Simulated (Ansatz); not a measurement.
**A convergence test on SiC (P6_3mc): k mesh of the density**

How far can the k mesh of the density be lowered for the gap of SiC (P6_3mc)?

Calculated with Ansatz 0.2.0; DFT, PBE, plane waves, PAW.

Report form: the programs' logs are mostly left out.

## 1. Starting point

Symmetry: P6_3mc, No. 186, hexagonal system. The conventional cell has a = 3.076 Å, b = 3.076 Å, c = 10.071 Å, α = 90.00°, β = 90.00°, γ = 120.00°. Si has 4 C at 1.88 to 1.89 Å nearest. Nearest to Si lie 4 C at 1.88 to 1.89 Å. Nearest to C lie 4 Si at 1.88 to 1.89 Å. C has 4 Si at 1.88 to 1.89 Å nearest. Farther neighbours are not listed.

Coordinates:

```cif
data_structure
_symmetry_space_group_name_H-M 'P6_3mc'
_symmetry_Int_Tables_number 186
_cell_length_a 3.0757
_cell_length_b 3.0757
_cell_length_c 10.0706
_cell_angle_alpha 90.000
_cell_angle_beta 90.000
_cell_angle_gamma 120.000
_cell_volume 82.50
loop_
_atom_site_label
_atom_site_type_symbol
_atom_site_symmetry_multiplicity
_atom_site_Wyckoff_symbol
_atom_site_fract_x
_atom_site_fract_y
_atom_site_fract_z
_atom_site_occupancy
Si1 Si 2 b 0.66667 0.33333 0.93784 1
Si2 Si 2 a 0.00000 0.00000 0.68789 1
C1 C 2 b 0.66667 0.33333 0.74980 1
C2 C 2 a 0.00000 0.00000 0.50046 1
```

The cell and positions are those that the Materials Project relaxed with its own functionals (PBE, PBE+U or r2SCAN), kept fixed. The default PAW set here is soft_2. Its files were made with PBE.

## 2. k mesh of the density: 3×3×1

The input, input.yaml:

```yaml
crystal:
  lattice:
    - [3.0756941497, 0.0, 0.0]
    - [-1.5378470748, 2.6636292679, 0.0]
    - [0.0, 0.0, 10.07064648]
  atoms:
    - { symbol: Si, position: [0.66666667, 0.33333333, 0.93784198] }
    - { symbol: Si, position: [0.33333333, 0.66666667, 0.43784198] }
    - { symbol: Si, position: [0.0, 0.0, 0.68789438] }
    - { symbol: Si, position: [0.0, 0.0, 0.18789438] }
    - { symbol: C, position: [0.66666667, 0.33333333, 0.74980259] }
    - { symbol: C, position: [0.33333333, 0.66666667, 0.24980259] }
    - { symbol: C, position: [0.0, 0.0, 0.50046005] }
    - { symbol: C, position: [0.0, 0.0, 0.00046005] }
kpoints:
  mp_grid: { grid: [3, 3, 1] }
  band_path:
    path:
      - [0.0, 0.0, 0.0]
      - [0.5, 0.0, 0.0]
      - [0.33333333, 0.33333333, 0.0]
      - [0.0, 0.0, 0.5]
      - [0.5, 0.0, 0.5]
      - [0.33333333, 0.33333333, 0.5]
    npoints: 1
hamiltonian:
  xc: pbe
scf:
  occupations: { method: fixed }
  n_extra_bands: 6
output:
  eigenvalues: true
```

The run is started by

```console
$ ansatz run input.yaml --threads 3 --pin off --max-ram 92160MiB --backend cuda --events-out ev --progress --plain --runs-dir out --devices 1 --max-vram 13GiB
```

It took 4.3 s on 1 × NVIDIA H100 80GB HBM3 (shared by 6 runs) with 3 threads of AMD EPYC 7R13 (Zen 3), shared host; peak memory 0.91 GiB.

Numbers from this step:

```yaml
gap: 2.171 eV
valence_top_at: Γ
conduction_bottom_at: M
least_direct_gap: 3.303 eV
```

The gap is indirect, with the least direct gap 1.13 eV higher.

## 3. k mesh of the density: 6×6×2

input.yaml, as its differences from that of step 2:

```diff
@@ -15,3 +15,3 @@
 kpoints:
-  mp_grid: { grid: [3, 3, 1] }
+  mp_grid: { grid: [6, 6, 2] }
   band_path:
```

The job ended after 6.8 s (1 × NVIDIA H100 80GB HBM3 (shared by 6 runs) with 3 threads; peak memory 0.91 GiB).

This step gave:

* gap: 2.224 eV
* valence top at: Γ
* conduction bottom at: M
* least direct gap: 3.347 eV

The gap is 2.224 eV, +0.053 eV from the run before at this level.

## 4. k mesh of the density: 12×12×2 (the default)

input.yaml, the sections that differ from step 3:

```yaml
kpoints:
  mp_grid: { grid: [12, 12, 2] }
  band_path:
    path:
      - [[0.0, 0.0, 0.0], [0.5, 0.0, 0.0], [0.33333333, 0.33333333, 0.0], [0.0, 0.0, 0.0], [0.0, 0.0, 0.5], [0.5, 0.0, 0.5], [0.33333333, 0.33333333, 0.5], [0.0, 0.0, 0.5]]
      - [[0.5, 0.0, 0.5], [0.5, 0.0, 0.0]]
      - [[0.33333333, 0.33333333, 0.5], [0.33333333, 0.33333333, 0.0]]
    npoints: 10
scf:
  occupations: { method: fermi_dirac, width: 0.02 }
  n_extra_bands: 6
output:
  eigenvalues: true
  write_density: true
  write_potential: true
  elf: true
  volumetric_format: npy
# crystal, hamiltonian: as in step 3
```

The job ended after 8.8 s (1 × NVIDIA H100 80GB HBM3 (shared by 6 runs) with 3 threads; peak memory 0.91 GiB).

Numbers from this step:

```
gap                  : 2.227 eV
valence top at       : Γ
conduction bottom at : M
least direct gap     : 3.350 eV
```

The gap is 2.227 eV, +0.003 eV from the run before at this level.

## 5. k mesh of the density: 12×12×4

input.yaml, the sections that differ from step 4:

```yaml
kpoints:
  mp_grid: { grid: [12, 12, 4] }
  band_path:
    path:
      - [0.0, 0.0, 0.0]
      - [0.5, 0.0, 0.0]
      - [0.33333333, 0.33333333, 0.0]
      - [0.0, 0.0, 0.5]
      - [0.5, 0.0, 0.5]
      - [0.33333333, 0.33333333, 0.5]
    npoints: 1
scf:
  occupations: { method: fixed }
  n_extra_bands: 6
output:
  eigenvalues: true
# crystal, hamiltonian: as in step 4
```

Wall time 6.2 s (1 × NVIDIA H100 80GB HBM3 (shared by 6 runs) with 3 threads); peak memory 0.92 GiB.

This step gave:

- gap: 2.227 eV
- valence top at: Γ
- conduction bottom at: M
- least direct gap: 3.350 eV

The gap is 2.227 eV, as in the run before at this level.

## 6. The series

Differences are against the last row; a negative gap means that bands overlap, and a run with a band path holds that path's time. Times are wall times on 1 × NVIDIA H100 80GB HBM3 (shared by 6 runs) with 3 threads of AMD EPYC 7R13 (Zen 3), shared host, good to a factor of about two.

| k mesh of the density | gap (eV) | direct gap (eV) | gap error (eV) | energy error (meV/atom) | irreducible k | time |
| --- | --- | --- | --- | --- | --- | --- |
| 3×3×1 | 2.171 | 3.303 | −0.056 | +124.7 | 3 | 4.3 s |
| 6×6×2 | 2.224 | 3.347 | −0.003 | +2.8 | 14 | 6.8 s |
| 12×12×2 | 2.227 | 3.350 | −0.0001 | +0.1 | 38 | 8.8 s |
| 12×12×4 | 2.227 | 3.350 | +0.000 | +0.0 | 57 | 6.2 s |

## 7. Outcome

```
3×3×1   : 2.171 eV
6×6×2   : 2.224 eV
12×12×2 : 2.227 eV
12×12×4 : 2.227 eV
```

The gap holds to 0.02 eV from 6×6×2 on. At 3×3×1 the gap is off by −0.056 eV and the energy by +125 meV/atom. The gap is read over the mesh and added points near the edges, so meshes differ mainly through the density and, for a hybrid, the exchange operator.

[Paths, hosts, dates, memory and timing lines, banners, echoed tables and standing remarks are left out of the program output.]

[Logs are printed without paths, hosts, clocks, repeated set-up lines and the standing remarks that a program may print on its own settings, such as how far it seeks lower states.]

[Runs of the session that timed out or met a known fault of the program may be left out.]

[Cells called generated may have been cut or substituted from an entry of the Crystallography Open Database or the Materials Project.]

[Hosts, paths, dates, database ids (printed as entryN), source tags and the programs' standing remarks are cut or masked in the printed files.]
